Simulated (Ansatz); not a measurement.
# Rb on Fe(110): change of the work function

How does one ordered layer of Rb (longbridge site) change the work function of Fe(110), and what dipole does each adsorbate carry?

Program: Ansatz 0.2.0. Level of theory: plane-wave DFT, PBE, Ansatz PAW. Results are calculated unless marked as measured.

Report form: the programs' logs are mostly left out.

## Step 1: Starting point

The cell holds 4 atoms: 4 Fe. Cell: a = 2.485 Å, b = 2.485 Å, c = 24.088 Å, α = 90.0°, β = 90.0°, γ = 70.5°. Vacuum lies along c.

## Step 2: The clean slab

The bare slab comes first, as the zero from which every change is counted. The two lowest layers are held at bulk places and the upper ones relax. The dipole correction removes the false field that a one-sided slab makes across the periodic vacuum, so each face gets a flat vacuum level of its own.

File input.yaml:

```yaml
crystal:
  lattice:
    - [2.029396462, -1.435, 0.0]
    - [2.029396462, 1.435, 0.0]
    - [0.0, 0.0, 24.088189386]
  atoms:
    - { symbol: Fe, position: [0.0, 0.0, 0.3736270857], spin: 2.5 }
    - { symbol: Fe, position: [0.5, 0.5, 0.4578756952], spin: 2.5 }
    - { symbol: Fe, position: [0.0, 0.0, 0.5421243048], spin: 2.5 }
    - { symbol: Fe, position: [0.5, 0.5, 0.6263729143], spin: 2.5 }
magnetization:
  spin_polarized: true
kpoints:
  mp_grid: { grid: [13, 13, 1] }
hamiltonian:
  xc: pbe
scf:
  occupations: { method: fermi_dirac, width: 0.1 }
  convergence: { dr2_threshold: 1.0e-08 }
efield:
  axis: 3
  dipole_correction: true
  ramp_position: 0.97
  ramp_width: 0.06
relax:
  f_tol: 0.02
  max_steps: 60
  constraints: [{ sites: [0, 1] }]
output:
  write_potential: true
  write_density: true
  volumetric_format: npy
```

Command:

```sh
ansatz run input.yaml --threads 4 --pin off --max-ram 12288MiB --backend cpu --events-out ev --progress --plain --runs-dir out
```

Wall time 74 s (4 threads of Arm Neoverse V1, shared host); peak memory 0.74 GiB; 4.7 min of CPU time.

The steps of the relaxation:

```csv
step,energy less that of the first step (eV),largest force component (eV/Å)
1,0.0000,0.2690
2,-0.0067,0.1550
3,-0.0098,0.0064
```

The run keeps the 4 symmetry operations that it works with, so distortions that break them were not tested.

The atoms that moved most (Å):

```csv
atom,dx,dy,dz,length
Fe4,0.000,0.000,-0.086,0.086
Fe3,0.000,0.000,-0.024,0.024
```

Numbers from this step:

| Property | Result |
| --- | --- |
| energy at zero smearing | -17920.1133 eV |
| total moment | 10.03 μB |
| site moments | 2.656, 2.397, 2.356, 2.609 μB |
| work function, upper face | 4.728 eV |
| work function, lower face | 4.750 eV |
| dipole along the normal | 6.90e-4 e·Å |
| step between the vacuum levels | -0.02144 eV |

Running mean over 2.029 Å of the planar mean; the ramp of the sawtooth is left out. Table of electron's electrostatic potential energy less the Fermi level by z:

```csv
z (Å),electron's electrostatic potential energy less the Fermi level (eV)
3.0,4.75
3.5,4.75
4.0,4.75
4.5,4.75
5.0,4.74
5.5,4.73
6.0,4.68
6.5,4.50
7.0,3.91
7.5,1.67
8.0,-3.19
8.5,-7.80
9.0,-9.41
9.5,-9.51
10.0,-9.48
10.5,-9.47
11.0,-9.48
11.5,-9.59
12.0,-9.68
12.5,-9.62
13.0,-9.56
13.5,-9.86
14.0,-10.1
14.5,-9.92
15.0,-9.49
15.5,-7.82
16.0,-3.21
16.5,1.67
17.0,3.88
17.5,4.48
18.0,4.66
18.5,4.71
19.0,4.72
19.5,4.73
20.0,4.73
20.5,4.73
21.0,4.73
```

Site moment by atom:

```csv
atom,site moment (μB)
Fe1,2.66
Fe2,2.40
Fe3,2.36
Fe4,2.61
```

The relaxation took 3 steps and lowered the energy by 0.0098 eV; the largest force on the free atoms ends at 0.0064 eV/Å.

The work function of the upper face is 4.73 eV.

## Step 3: Adsorbate added

System of this step: Rb/Fe(110). The cell holds 17 atoms: 16 Fe and 1 Rb. Its edges and angles: a = 4.971 Å, b = 4.971 Å, c = 27.408 Å, α = 90.0°, β = 90.0°, γ = 70.5°. Vacuum lies along c.

The clean slab as it ended is repeated in the plane and the adsorbate is set on one face; the cell's size fixes the coverage, and the k-mesh shrinks with it to keep the sampling density about even. Adsorbate and upper layers relax, since the dipole depends on the height.

File input.yaml:

```yaml
crystal:
  lattice:
    - [4.058792924, -2.87, 0.0]
    - [4.058792924, 2.87, 0.0]
    - [0.0, 0.0, 27.4081724393]
  atoms:
    - { symbol: Fe, position: [0.0, 0.0, 0.3283692125], spin: 2.66 }
    - { symbol: Fe, position: [0.25, 0.25, 0.4024126923], spin: 2.4 }
    - { symbol: Fe, position: [0.0, 0.0, 0.475596685], spin: 2.36 }
    - { symbol: Fe, position: [0.25, 0.25, 0.5473593819], spin: 2.61 }
    - { symbol: Fe, position: [0.0, 0.5, 0.3283692125], spin: 2.66 }
    - { symbol: Fe, position: [0.25, 0.75, 0.4024126923], spin: 2.4 }
    - { symbol: Fe, position: [0.0, 0.5, 0.475596685], spin: 2.36 }
    - { symbol: Fe, position: [0.25, 0.75, 0.5473593819], spin: 2.61 }
    - { symbol: Fe, position: [0.5, 0.0, 0.3283692125], spin: 2.66 }
    - { symbol: Fe, position: [0.75, 0.25, 0.4024126923], spin: 2.4 }
    - { symbol: Fe, position: [0.5, 0.0, 0.475596685], spin: 2.36 }
    - { symbol: Fe, position: [0.75, 0.25, 0.5473593819], spin: 2.61 }
    - { symbol: Fe, position: [0.5, 0.5, 0.3283692125], spin: 2.66 }
    - { symbol: Fe, position: [0.75, 0.75, 0.4024126923], spin: 2.4 }
    - { symbol: Fe, position: [0.5, 0.5, 0.475596685], spin: 2.36 }
    - { symbol: Fe, position: [0.75, 0.75, 0.5473593819], spin: 2.61 }
    - { symbol: Rb, position: [0.0, 0.0, 0.6716307875] }
magnetization:
  spin_polarized: true
kpoints:
  mp_grid: { grid: [7, 7, 1] }
hamiltonian:
  xc: pbe
scf:
  occupations: { method: fermi_dirac, width: 0.1 }
  convergence: { dr2_threshold: 1.0e-08 }
efield:
  axis: 3
  dipole_correction: true
  ramp_position: 0.97
  ramp_width: 0.06
relax:
  f_tol: 0.02
  max_steps: 60
  constraints: [{ sites: [0, 1, 4, 5, 8, 9, 12, 13] }]
output:
  bader: true
  dos: { projected: true, e_range: [-8, 4] }
  write_potential: true
  write_density: true
  volumetric_format: npy
  elf: true
```

Wall time 20 min (4 threads); peak memory 4.7 GiB; 78 min of CPU time.

Relaxation path:

```csv
step,energy less that of the first step (eV),largest force component (eV/Å)
1,0.0000,0.3850
2,-0.0253,0.3401
3,-0.0775,0.1069
4,-0.0814,0.0486
5,-0.0821,0.0042
```

The run keeps the 4 symmetry operations that it works with, so distortions that break them were not tested.

The atoms that moved most (Å):

```csv
atom,dx,dy,dz,length
Rb17,0.000,0.000,-0.339,0.339
Fe4,0.000,0.000,0.037,0.037
Fe16,0.000,0.000,0.037,0.037
Fe11,0.000,0.000,0.010,0.010
Fe7,0.000,0.000,0.010,0.010
Fe8,0.000,-0.006,-0.002,0.006
Fe12,0.000,0.006,-0.002,0.006
```

Numbers from this step:

* energy at zero smearing: -74948.8058 eV
* total moment: 39.89 μB
* work function, upper face: 1.900 eV
* work function, lower face: 4.738 eV
* dipole along the normal: 0.3653 e·Å
* step between the vacuum levels: -2.838 eV

Running mean over 2.029 Å of the planar mean; the ramp of the sawtooth is left out. The electron's electrostatic potential energy less the Fermi level by z:

```csv
z (Å),electron's electrostatic potential energy less the Fermi level (eV)
3.5,4.74
4.0,4.74
4.5,4.74
5.0,4.73
5.5,4.72
6.0,4.67
6.5,4.49
7.0,3.90
7.5,1.67
8.0,-3.19
8.5,-7.78
9.0,-9.41
9.5,-9.51
10.0,-9.47
10.5,-9.47
11.0,-9.47
11.5,-9.56
12.0,-9.63
12.5,-9.58
13.0,-9.53
13.5,-9.78
14.0,-9.99
14.5,-9.83
15.0,-9.44
15.5,-7.94
16.0,-3.81
16.5,0.00537
17.0,-0.194
17.5,-2.40
18.0,-3.55
18.5,-3.55
19.0,-2.01
19.5,0.112
20.0,1.11
20.5,1.48
21.0,1.67
21.5,1.78
22.0,1.84
22.5,1.87
23.0,1.88
23.5,1.89
24.0,1.90
```

The density of states has structure finer than the step of the table below, so its rows give means over 0.5 eV, whole bins alone (the curve runs from -8 to 1.98 eV). Peaks (eV: height): total -3.28: 41.9, -3.22: 39.6, -1.41: 60.6, -1.17: 73.4, -1.08: 67.8, 1.68: 39.1, 1.95: 41.0; up -3.28: 36.0, -3.22: 34.0, -1.41: 33.7, -1.17: 44.9, -1.08: 41.2, -0.99: 41.2, -0.93: 39.6; down -1.41: 26.9, -1.17: 28.6, -0.75: 26.8, 1.41: 27.9, 1.68: 35.2, 1.80: 30.8, 1.95: 38.1.

Density of states against energy, zero at the Fermi level; means over each step; values in states/eV a cell:

```csv
energy (eV),total,up,down
-7.5,0.890,0.464,0.426
-7.0,0.971,0.501,0.470
-6.5,1.75,1.02,0.727
-6.0,2.16,1.23,0.928
-5.5,2.57,1.22,1.35
-5.0,4.12,3.19,0.934
-4.5,10.1,8.10,1.96
-4.0,15.8,13.6,2.13
-3.5,15.4,11.7,3.67
-3.0,26.7,21.5,5.23
-2.5,29.3,21.1,8.22
-2.0,19.4,12.2,7.21
-1.5,36.7,23.4,13.3
-1.0,52.6,32.0,20.6
-0.5,30.1,12.8,17.3
0.0,18.7,8.42,10.3
0.5,12.4,3.30,9.09
1.0,17.3,3.28,14.0
1.5,28.2,3.62,24.6
```

Projected DOS per atom over height of the atomic layer and energy from the Fermi level. Layers: Fe4 Fe4 Fe4 Fe4 Rb from below.

Ten even steps from '_' (0.00 states/eV) to '@' (3.28 states/eV), each cell a mean:
```
++++++++__
==--====..
--::::--..
::....::..
--------..
++++++++__
%%@@@@@@..
########__
==::::==__
++====++__
++====++__
==++++==__
::::::::__
::----::__
..::::..__
__________
__________
__________
__________
__________
__________
__________
```
Columns: height of the atomic layer (Å) from 9 to 18.1 (not evenly spaced); rows upwards: energy from the Fermi level (eV) from -7.96 to 1.95.

Projected DOS per atom, spin up over height of the atomic layer and energy from the Fermi level. Layers: Fe4 Fe4 Fe4 Fe4 Rb from below.

Ten even steps from '_' (0.00 states/eV) to '@' (2.19 states/eV), each cell a mean:
```
__________
________..
________..
________..
..----::..
::====::__
##@@@@##__
@@****%%__
++::::==__
**----**__
**====**__
++++**++__
--::::::__
::====--__
..::::..__
__________
__________
__________
__________
__________
__________
__________
```
Columns: height of the atomic layer (Å) from 9 to 18.1 (not evenly spaced); rows upwards: energy from the Fermi level (eV) from -7.96 to 1.95.

Projected DOS per atom, spin down over height of the atomic layer and energy from the Fermi level. Layers: Fe4 Fe4 Fe4 Fe4 Rb from below.

Values in states/eV, 22 rows by 5 columns, each cell a mean:
```
1.73 1.64 1.54 1.63 0.19
1.22 1.16 1.20 1.22 0.21
0.90 0.54 0.54 0.92 0.31
0.58 0.28 0.27 0.60 0.29
0.90 0.39 0.40 0.74 0.10
1.30 0.82 0.74 1.10 0.13
1.20 1.09 1.04 1.37 0.49
0.65 1.05 1.15 0.79 0.06
0.35 0.41 0.40 0.37 0.00
0.41 0.61 0.63 0.42 0.01
0.28 0.44 0.47 0.33 0.01
0.19 0.34 0.36 0.21 0.01
0.17 0.23 0.24 0.18 0.02
0.10 0.10 0.11 0.11 0.01
0.11 0.13 0.14 0.12 0.01
0.04 0.06 0.06 0.05 0.00
0.06 0.10 0.09 0.07 0.00
0.05 0.07 0.06 0.05 0.00
0.03 0.07 0.07 0.04 0.00
0.01 0.04 0.05 0.01 0.00
0.01 0.04 0.05 0.01 0.00
0.00 0.02 0.02 0.01 0.00
```
Columns: height of the atomic layer (Å) from 9 to 18.1 (not evenly spaced); rows upwards: energy from the Fermi level (eV) from -7.96 to 1.95.

Site moment by atom:

```csv
atom,site moment (μB)
Fe1,2.66
Fe2,2.41
Fe3,2.35
Fe4,2.61
Fe5,2.66
Fe6,2.40
Fe7,2.39
Fe8,2.56
Fe9,2.66
Fe10,2.40
Fe11,2.39
Fe12,2.56
Fe13,2.66
Fe14,2.41
Fe15,2.35
Fe16,2.61
Rb17,-0.01
```

Spin density in the ca plane at fractional y = 0.000, with atoms of Fe and Rb within 0.2 Å of it.

Ten even steps from '0' (0.0 e/Å³) to '9' (5.5 e/Å³), each cell a mean:
```
36300000000253000000000000000000000000000000
00000000000000000000000000000000000000000000
00000000000000000000000000000000000000000000
00000000000000000000000000000000000000000000
01000000000000000000000000000000000000000000
36300000000254000000000000000000000000000000
49510000000285100000000000000000000000000000
12100000000121000000000000000000000000000000
00000000000000000000000000000000000000000000
00000000000000000000000000000000000000000000
00000000000000000000000000000000000000000000
12100000000121000000000000000000000000000000
49510000000385100000000000000000000000000000
```
Columns run along c (16.0 Å, from fractional 0.31 to 0.90 of the cell), rows up along a (5.0 Å). Atoms in or near the plane, at fractional coordinates: Fe at (0.33, 0.00), Fe at (0.48, 0.00), Fe at (0.33, 0.50), Fe at (0.48, 0.50), Rb at (0.66, 0.00).

Electrostatic potential energy in the ca plane at fractional y = 0.000, with atoms of Fe and Rb within 0.2 Å of it. With pseudopotentials it is smooth inside the atoms' cores, unlike the true potential.

Values in eV, 7 rows by 16 columns, each cell a mean:
```
-38  -6   4   0 -37  -8   4   6  -1 -45 -19   4   6   6   6   7
 -2   4   2   4  -1   4   2   5   5  -3   1   5   6   6   6   7
-29  -3   3   1 -28  -5   4   6   7   5   5   6   6   6   6   7
-50 -12   5  -3 -49 -15   5   6   7   6   5   6   6   6   6   7
-16   1   3   3 -15   0   3   6   6   4   4   5   6   6   6   7
 -8   2   2   4  -7   2   3   5   3 -12  -3   5   6   6   6   7
-47 -10   4  -2 -45 -13   5   6  -3 -51 -24   4   6   6   6   7
```
Columns run along c (16.0 Å, from fractional 0.31 to 0.90 of the cell; values clipped at the 3rd and 97th percentile), rows up along a (5.0 Å). Atoms in or near the plane, at fractional coordinates: Fe at (0.33, 0.00), Fe at (0.48, 0.00), Fe at (0.33, 0.50), Fe at (0.48, 0.50), Rb at (0.66, 0.00).

ELF in the ca plane at fractional y = 0.000, with atoms of Fe and Rb within 0.2 Å of it. It is the smooth field of the valence electrons, not physical close to the nuclei.

Ten even steps from '0' (0.01) to '9' (0.86), each cell a mean:
```
68632433322587323334431598469951001111000000
34323322332243223333431289999730001111000000
22234332343222343333431037987410001111000000
22234332343222243333342002332100011211000000
34323322332243223323443200000000112211000000
68632433332587324333444310000001222211000000
79732433322698424434454321000011222211000000
56522333332465223333444210000000122211000000
22223322332222233323443100110000012211000000
22234333344322343333432014664200001111000000
22223322332222233333431169999620001111000000
56522333332465223333431499789841001111000000
79732433322698423434431596049951001111000000
```
Columns run along c (16.0 Å, from fractional 0.31 to 0.90 of the cell), rows up along a (5.0 Å). Atoms in or near the plane, at fractional coordinates: Fe at (0.33, 0.00), Fe at (0.48, 0.00), Fe at (0.33, 0.50), Fe at (0.48, 0.50), Rb at (0.66, 0.00).

The relaxation took 5 steps and lowered the energy by 0.082 eV; the largest force on the free atoms ends at 0.0042 eV/Å.

By hand: a sheet of dipoles makes a step −p/(ε₀A) in the electron's potential. With e/ε₀ = 180.95 V·Å, p = 0.3653 e·Å and A = 23.30 Å², that is −180.95 × (0.3653) / 23.30 = -2.838 eV, and the two vacuum levels of the run differ by -2.838 eV.

The covered face has 1.90 eV, -2.83 eV against the clean one; the bare back face has moved by -0.01 eV, a measure of how thin the slab is.

## Step 4: Work function against coverage

This step: plane-wave DFT, PBE, Ansatz PAW; work function against coverage (Ansatz 0.2.0).

The runs are now put side by side.

This step gave:

- work function of the clean face: 4.728 eV
- largest change of the work function: -2.828 eV

Table of work function of the covered face by coverage:

```csv
coverage (adsorbates/nm²),work function of the covered face (eV)
0.00,4.73
4.29,1.90
```

The dipole per adsorbate comes from the change of the cell's dipole. Coverage, by row:

```csv
coverage (1/nm²),coverage (ML),work function (eV),change (eV),"dipole per adsorbate, positive end outwards (debye)",mean height of the added atoms over the highest substrate atom (Å)
4.292,0.25,1.9,-2.828,1.742,3.03
```

## Step 5: The slab at 0.25 ML, atoms frozen

This step: plane-wave DFT, PBE, Ansatz PAW (Ansatz 0.2.0).

To see where the charge goes, the covered slab, the bare substrate and the adsorbate layer are each run at the same frozen positions and on the same grid.

File input.yaml:

```yaml
crystal:
  lattice:
    - [4.058792924, -2.87, 0.0]
    - [4.058792924, 2.87, 0.0]
    - [0.0, 0.0, 27.4081724393]
  atoms:
    - { symbol: Fe, position: [0.0, 0.0, 0.3283692125], spin: 2.5 }
    - { symbol: Fe, position: [0.25, 0.25, 0.4024126923], spin: 2.5 }
    - { symbol: Fe, position: [0.0, 0.0, 0.475662509], spin: 2.5 }
    - { symbol: Fe, position: [0.2500248409, 0.2500248409, 0.5487171144], spin: 2.5 }
    - { symbol: Fe, position: [0.0, 0.5, 0.3283692125], spin: 2.5 }
    - { symbol: Fe, position: [0.25, 0.75, 0.4024126923], spin: 2.5 }
    - { symbol: Fe, position: [0.0, 0.5, 0.4759603593], spin: 2.5 }
    - { symbol: Fe, position: [0.2510307224, 0.7489692776, 0.5472723081], spin: 2.5 }
    - { symbol: Fe, position: [0.5, 0.0, 0.3283692125], spin: 2.5 }
    - { symbol: Fe, position: [0.75, 0.25, 0.4024126923], spin: 2.5 }
    - { symbol: Fe, position: [0.5, 0.0, 0.4759603593], spin: 2.5 }
    - { symbol: Fe, position: [0.7489692776, 0.2510307224, 0.5472723081], spin: 2.5 }
    - { symbol: Fe, position: [0.5, 0.5, 0.3283692125], spin: 2.5 }
    - { symbol: Fe, position: [0.75, 0.75, 0.4024126923], spin: 2.5 }
    - { symbol: Fe, position: [0.5, 0.5, 0.4755470547], spin: 2.5 }
    - { symbol: Fe, position: [0.7499751591, 0.7499751591, 0.5487171144], spin: 2.5 }
    - { symbol: Rb, position: [0.0, 0.0, 0.6592721983] }
magnetization:
  spin_polarized: true
kpoints:
  mp_grid: { grid: [7, 7, 1] }
hamiltonian:
  xc: pbe
scf:
  occupations: { method: fermi_dirac, width: 0.1 }
  convergence: { dr2_threshold: 1.0e-08 }
efield:
  axis: 3
  dipole_correction: true
  ramp_position: 0.97
  ramp_width: 0.06
output:
  write_potential: true
  write_density: true
  volumetric_format: npy
```

It took 6.6 min on 4 threads; peak memory 4.9 GiB.

Numbers from this step:

| Item | Value |
| --- | --- |
| work function, upper face | 1.902 eV |
| dipole along the normal | 0.3651 e·Å |
| step between the vacuum levels | -2.835 eV |

The work function of the upper face is 1.90 eV.

## Step 6: The substrate of the 0.25 ML cell alone

System of this step: Rb/Fe(110), substrate alone, atoms held. The cell holds 16 atoms: 16 Fe. Its edges and angles: a = 4.971 Å, b = 4.971 Å, c = 27.408 Å, α = 90.0°, β = 90.0°, γ = 70.5°. Vacuum lies along c.

The second part, atoms unmoved.

input.yaml, the sections that differ from step 5:

```yaml
crystal:
  lattice:
    - [4.058792924, -2.87, 0.0]
    - [4.058792924, 2.87, 0.0]
    - [0.0, 0.0, 27.4081724393]
  atoms:
    - { symbol: Fe, position: [0.0, 0.0, 0.3283692125], spin: 2.66 }
    - { symbol: Fe, position: [0.25, 0.25, 0.4024126923], spin: 2.41 }
    - { symbol: Fe, position: [0.0, 0.0, 0.475662509], spin: 2.35 }
    - { symbol: Fe, position: [0.2500248409, 0.2500248409, 0.5487171144], spin: 2.61 }
    - { symbol: Fe, position: [0.0, 0.5, 0.3283692125], spin: 2.66 }
    - { symbol: Fe, position: [0.25, 0.75, 0.4024126923], spin: 2.4 }
    - { symbol: Fe, position: [0.0, 0.5, 0.4759603593], spin: 2.39 }
    - { symbol: Fe, position: [0.2510307224, 0.7489692776, 0.5472723081], spin: 2.56 }
    - { symbol: Fe, position: [0.5, 0.0, 0.3283692125], spin: 2.66 }
    - { symbol: Fe, position: [0.75, 0.25, 0.4024126923], spin: 2.4 }
    - { symbol: Fe, position: [0.5, 0.0, 0.4759603593], spin: 2.39 }
    - { symbol: Fe, position: [0.7489692776, 0.2510307224, 0.5472723081], spin: 2.56 }
    - { symbol: Fe, position: [0.5, 0.5, 0.3283692125], spin: 2.66 }
    - { symbol: Fe, position: [0.75, 0.75, 0.4024126923], spin: 2.41 }
    - { symbol: Fe, position: [0.5, 0.5, 0.4755470547], spin: 2.35 }
    - { symbol: Fe, position: [0.7499751591, 0.7499751591, 0.5487171144], spin: 2.61 }
# magnetization, kpoints, hamiltonian, scf, efield, output: as in step 5
```

Run time: 5.1 min. Hardware: 4 threads; peak memory 4.8 GiB.

Numbers from this step:

```yaml
energy_at_zero_smearing: -71680.4648 eV
total_moment: 40.17 μB
work_function_upper_face: 4.734 eV
dipole_along_the_normal: 0.002197 e·Å
```

Site moment by atom:

```csv
atom,site moment (μB)
Fe1,2.66
Fe2,2.41
Fe3,2.35
Fe4,2.64
Fe5,2.66
Fe6,2.40
Fe7,2.39
Fe8,2.60
Fe9,2.66
Fe10,2.40
Fe11,2.39
Fe12,2.60
Fe13,2.66
Fe14,2.41
Fe15,2.35
Fe16,2.64
```

The work function of the upper face is 4.73 eV.

## Step 7: The adsorbate layer of the 0.25 ML cell alone

System of this step: Rb/Fe(110), adsorbate layer alone, atoms held. The cell holds 1 atom: 1 Rb. Cell: a = 4.971 Å, b = 4.971 Å, c = 27.408 Å, α = 90.0°, β = 90.0°, γ = 70.5°. Vacuum lies along c.

The third part; a free layer of atoms may carry a moment, so spin is on.

input.yaml, the sections that differ from step 6:

```yaml
crystal:
  lattice:
    - [4.058792924, -2.87, 0.0]
    - [4.058792924, 2.87, 0.0]
    - [0.0, 0.0, 27.4081724393]
  atoms:
    - { symbol: Rb, position: [0.0, 0.0, 0.6592721983], spin: 1.0 }
# magnetization, kpoints, hamiltonian, scf, efield, output: as in step 6
```

It took 11 s on 4 threads; peak memory 0.85 GiB; 42 s of CPU time.

This step gave:

| Item | Value |
| --- | --- |
| energy at zero smearing | -3267.1181 eV |
| work function, upper face | 2.301 eV |
| dipole along the normal | 6.78e-6 e·Å |

At this spacing and smearing the free layer keeps no moment.

[end of part 1 of 2]

[Logs are printed without paths, hosts, clocks, repeated set-up lines and the standing remarks that a program may print on its own settings, such as how far it seeks lower states.]

[Hosts, paths, dates, database ids (printed as entryN), source tags and the programs' standing remarks are cut or masked in the printed files.]

[Maps of the electrostatic potential energy from Ansatz leave out the sawtooth potential of an applied field or a dipole correction, so their vacuum need not be flat; planar profiles and work functions include it.]
